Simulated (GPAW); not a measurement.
## BaTiO3 (P4/mmm): refractive index against wavelength

The refractive index of BaTiO3 (P4/mmm) along x below the direct gap (1.91 eV on the mesh) is read from one computed spectrum, n = √(Re ε). x, y and z are the Cartesian axes of the input cell.

Symmetry: P4/mmm, No. 123, tetragonal system. Conventional cell: a = 4.000 Å, b = 4.000 Å, c = 4.018 Å, α = 90.00°, β = 90.00°, γ = 90.00°. Ba on site a has 12 O at 2.83 Å as nearest neighbours. Ti on site d is surrounded by 6 O at 2.00 to 2.01 Å. O on site e has 2 Ti at 2.00 Å as nearest neighbours. O on site c has 2 Ti at 2.01 Å as nearest neighbours.

Method: GPAW 26.7.0, PBE, RPA, k-mesh 8×8×8, local fields up to 50 eV, Lorentzian half width 0.15 eV.

Launch of the response step: `OMP_NUM_THREADS=1 python df.py`. The run took 4.8 min, its band step included, on 1 thread of Arm Neoverse N1, on a shared host.

```tsv
wavelength (nm)	photon energy E (eV)	n
3000	0.413	2.4809
2000	0.620	2.4914
1550	0.800	2.5046
1310	0.946	2.5185
1064	1.165	?
```

In the single-oscillator model n² − 1 = E₀E_d/(E₀² − E²), so 1/(n² − 1) = E₀/E_d − E²/(E₀E_d) is linear in E².

Working, on the rows shown:

| x = E² (eV²) | y = 1/(n² − 1) |
| --- | --- |
| 0.170801 | 0.193992 |
| 0.384302 | 0.192046 |
| 0.639837 | 0.189645 |
| 0.895757 | 0.187166 |

Means: x̄ = 0.52267, ȳ = 0.19071. Σ(x − x̄)(y − ȳ) = -0.002787, Σ(x − x̄)² = 0.2959. Slope = -0.002787 / 0.2959 = -0.009418; intercept = ȳ − slope · x̄ = 0.19563. Turned back into n, the line misses the rows shown by at most 0.0002.

Predict the last column of the withheld row from the fit.

At x = 1.3578 the line gives y = 0.18285, that is 2.5434. The run gave 2.5454, so the extrapolation is off by 0.002, 3 % of the range in the table.

Refitted with all rows, the slope is -0.009679 and the intercept 0.19575. These give E₀ = √(intercept/−slope) = 4.50 eV and E_d = E₀/intercept = 23.0 eV; E₀ is 2.4 times the direct gap. The electronic limit at long wavelengths, without lattice vibrations, is n = √(1 + 1/intercept) = 2.472. Excitons are left out; PBE gaps are as a rule too small. The values come from a sum over the points of one k-mesh and carry its error, which grows as the direct gap shrinks. This version of GPAW has incomplete matrix elements in the optical limit, which can lower ε − 1 by up to a tenth where first-row anions or d states rule. Spin-orbit coupling is left out.

[Logs are printed without paths, hosts, clocks, repeated set-up lines and the standing remarks that a program may print on its own settings, such as how far it seeks lower states.]
